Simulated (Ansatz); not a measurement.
# The 1T-PtSe2 bilayer (AA) between two gates, part 2 of 2

Aim: screening and gap of the neutral 1T-PtSe2 bilayer (AA) between oppositely charged gates.

Ansatz 0.2.0; plane-wave DFT, PBE-D3(BJ), Ansatz PAW (the session's first sound run).

So far, gap along the path (eV): step 3 (gated layer, displacement field 0) 0.226; step 5 (displacement field 1.81 V/nm) 0.226; step 6 (displacement field 2.71 V/nm) 0.225; step 7 (displacement field 3.62 V/nm) 0.225; step 8 (displacement field -1.81 V/nm) 0.226.

### Step 9. The series together

This step: plane-wave DFT, PBE-D3(BJ), Ansatz PAW; response to a displacement field between two gates (Ansatz 0.2.0).

The potential behind each gate is read from every run and counted from the uncharged case.

Numbers from this step:

| Property | Result |
| --- | --- |
| electrostatic distance between the gates | 7.062 Å |
| geometric distance between the gates | 16.58 Å |

Electron's potential behind the upper gate less behind the lower, less the value without field. The step of the electron's potential energy between the gates by displacement field D/eps0:

| displacement field D/eps0 (V/nm) | step of the electron's potential energy between the gates (eV) |
| --- | --- |
| -1.81 | -1.28 |
| 0.00 | 0 |
| 0.90 | 0.639 |
| 1.81 | 1.28 |
| 2.71 | 1.92 |
| 3.62 | 2.56 |

The smaller of the gaps on the path and on the k-mesh, counted as 0 under 0.03 eV. The gap by displacement field D/eps0:

| displacement field D/eps0 (V/nm) | gap (eV) |
| --- | --- |
| -1.81 | 0.226 |
| 0.00 | 0.226 |
| 0.90 | 0.226 |
| 1.81 | 0.226 |
| 2.71 | 0.226 |
| 3.62 | 0.225 |

By hand: 3.62 V/nm over the 16.58 Å between the sheets would give 6.00 V in vacuum; the run has 2.56 V, as over 7.06 Å.

### Step 10. A changed input: hamiltonian.pseudopotentials = {"kind": "nc"}

This step: plane-wave DFT, PBE-D3(BJ), Ansatz PAW, but for the change named below (Ansatz 0.2.0).

A run with a changed input: it repeats the earlier run at 0.905 V/nm with hamiltonian.pseudopotentials to kind: nc.

Input file input.yaml:

```yaml
crystal:
  lattice:
    - [3.7350577836, 0.0, 0.0]
    - [-1.8675288918, 3.2346549252, 0.0]
    - [0.0, 0.0, 45.1811641322]
  atoms:
    - { symbol: Se, position: [0.6666666667, 0.3333333333, 0.416102603] }
    - { symbol: Pt, position: [0.0, 0.0, 0.4453429459] }
    - { symbol: Se, position: [0.3333333333, 0.6666666667, 0.4738614286] }
    - { symbol: Se, position: [0.6666666667, 0.3333333333, 0.5261385714] }
    - { symbol: Pt, position: [0.0, 0.0, 0.5546570541] }
    - { symbol: Se, position: [0.3333333333, 0.6666666667, 0.583897397] }
  periodic: [true, true, false]
  symmetry: { detect: true }
kpoints:
  mp_grid: { grid: [24, 24, 1] }
  band_path:
    path: [[0, 0, 0], [0.5, 0, 0], [0.33333333, 0.33333333, 0], [0, 0, 0]]
    npoints: 16
hamiltonian:
  xc: pbe
  dispersion: d3bj
  pseudopotentials: { kind: nc }
scf:
  occupations: { method: fermi_dirac, width: 0.02585 }
  convergence: { dr2_threshold: 1.0e-10 }
output:
  forces: true
  eigenvalues: true
  write_potential: true
  write_density: true
  volumetric_format: npy
external_charges:
  - { charge: 0, barrier: 10, axis: 3, height: 29.381, sigma: 0.25 }
  - { charge: -0.006041, axis: 3, height: 30.881, sigma: 0.5 }
  - { charge: 0, barrier: 10, axis: 3, height: 15.8, sigma: 0.25 }
  - { charge: 0.006041, axis: 3, height: 14.3, sigma: 0.5 }
```

The run is started by

```console
> ansatz run input.yaml --threads 4 --pin off --max-ram 6144MiB --backend cpu --events-out ev --progress --plain --runs-dir out
```

Run time: 11 min. Hardware: 4 threads of Arm Neoverse V1, shared host; peak memory 4.8 GiB.

Numbers from this step:

| Item | Value |
| --- | --- |
| energy at zero smearing | -20301.5083 eV |
| gap along the path | 0.2200 eV |
| smallest direct gap along the path | 0.7956 eV |
| gap, the smaller of path and mesh | 0.2200 eV |
| potential beyond the upper barrier and gate, less the barrier, from the Fermi level | 4.894 eV |

The electronic bands at the labelled points (eV, zero at the Fermi level of the run, which the smearing sets inside the gap):

| point | band 47 | band 48 | band 49 | band 50 | band 51 | band 52 | band 53 | band 54 |
| --- | --- | --- | --- | --- | --- | --- | --- | --- |
| Γ | -1.36 | -1.04 | -1.04 | -0.38 | 1.54 | 1.54 | 2.07 | 2.07 |
| halfway | -1.72 | -1.46 | -1.33 | -0.86 | 0.11 | 1.07 | 1.24 | 1.78 |
| M | -3.02 | -2.87 | -2.75 | -1.81 | 0.96 | 1.17 | 1.54 | 1.99 |
| halfway | -2.68 | -2.36 | -2.05 | -1.66 | 0.64 | 0.81 | 1.11 | 1.75 |
| K | -2.32 | -2.31 | -1.88 | -1.86 | 0.29 | 0.31 | 1.46 | 1.46 |
| halfway | -1.73 | -1.58 | -1.50 | -0.83 | 0.44 | 0.76 | 0.79 | 1.66 |
| Γ | -1.36 | -1.04 | -1.04 | -0.38 | 1.54 | 1.54 | 2.07 | 2.07 |

| quantity | this run | earlier run | difference |
| --- | --- | --- | --- |
| gap along the path (eV) | 0.2200 | 0.2259 | -0.0059 |
| smallest direct gap along the path (eV) | 0.7956 | 0.8014 | -0.0057 |
| potential beyond the upper barrier and gate, less the barrier, from the Fermi level (eV) | 4.894 | 4.878 | 0.017 |

What moves beyond 0.01 in its unit (for the dipole 0.5 % and 5e-5 e·Å): potential beyond the upper barrier and gate, less the barrier, from the Fermi level (+0.0168 eV).

### Step 11. The same run with other settings: scf.mixing.preconditioner = "kerker_dos"

This step: plane-wave DFT, PBE-D3(BJ), Ansatz PAW (Ansatz 0.2.0).

Another changed input: it repeats the earlier run at 0.905 V/nm with scf.mixing.preconditioner to kerker_dos.

input.yaml: that of step 10 with these lines changed.

```diff
@@ -22,3 +22,2 @@
   dispersion: d3bj
-  pseudopotentials: { kind: nc }
 scf:
@@ -26,2 +25,3 @@
   convergence: { dr2_threshold: 1.0e-10 }
+  mixing: { preconditioner: kerker_dos }
 output:
```

Elapsed: 2.5 min, on 4 threads; peak memory 1.8 GiB; 10 min of CPU time.

Numbers from this step:

```
energy at zero smearing                                                             : -46926.8994 eV
gap along the path                                                                  : 0.2259 eV
smallest direct gap along the path                                                  : 0.8014 eV
gap, the smaller of path and mesh                                                   : 0.2259 eV
potential beyond the upper barrier and gate, less the barrier, from the Fermi level : 4.877 eV
```

Electronic bands along the path, in eV, zero at the Fermi level of the run, which the smearing sets inside the gap:

| point | band 47 | band 48 | band 49 | band 50 | band 51 | band 52 | band 53 | band 54 |
| --- | --- | --- | --- | --- | --- | --- | --- | --- |
| Γ | -1.36 | -1.04 | -1.04 | -0.39 | 1.54 | 1.54 | 2.07 | 2.07 |
| halfway | -1.73 | -1.47 | -1.34 | -0.86 | 0.11 | 1.08 | 1.24 | 1.78 |
| M | -3.02 | -2.87 | -2.75 | -1.81 | 0.96 | 1.17 | 1.54 | 1.99 |
| halfway | -2.69 | -2.36 | -2.06 | -1.67 | 0.64 | 0.81 | 1.12 | 1.75 |
| K | -2.32 | -2.32 | -1.89 | -1.87 | 0.30 | 0.31 | 1.46 | 1.46 |
| halfway | -1.73 | -1.59 | -1.51 | -0.84 | 0.45 | 0.76 | 0.79 | 1.66 |
| Γ | -1.36 | -1.04 | -1.04 | -0.39 | 1.54 | 1.54 | 2.07 | 2.07 |

| quantity | this run | earlier run | difference |
| --- | --- | --- | --- |
| gap along the path (eV) | 0.2259 | 0.2259 | 0 |
| smallest direct gap along the path (eV) | 0.8014 | 0.8014 | 0 |
| potential beyond the upper barrier and gate, less the barrier, from the Fermi level (eV) | 4.877 | 4.878 | -1.0e-4 |

Nothing in the table moves by 0.01 in its unit. The run took 21 SCF cycles against 13.

On this path the gap is indirect, 0.23 eV, with the valence top between K and Γ and the conduction bottom between Γ and M. The least direct gap is 0.80 eV.

### Step 12. Outcome

```
gap with uncharged gates                 : 0.226 eV
electrostatic distance between the gates : 7.06 Å
geometric distance between the gates     : 16.6 Å
gap at 3.62 V/nm                         : 0.225 eV
```

In words: The gap goes from 0.23 to 0.23 eV at 3.6 V/nm. The layers screen the field: the voltage is that of a vacuum gap 9.5 Å narrower than the real distance. The gates are charged sheets behind model barriers, not atoms. Gaps are the smaller of those on the path and on the mesh; band edges between these points would make them smaller still. Spin-orbit coupling is left out, which matters for the bands of elements this heavy.

[Long decimals in the printed logs are rounded to 6 places.]

[Logs are printed without paths, hosts, clocks, repeated set-up lines and the standing remarks that a program may print on its own settings, such as how far it seeks lower states.]

[Hosts, paths, dates, database ids (printed as entryN), source tags and the programs' standing remarks are cut or masked in the printed files.]

[Maps of the electrostatic potential energy from Ansatz leave out the sawtooth potential of an applied field or a dipole correction, so their vacuum need not be flat; planar profiles and work functions include it.]
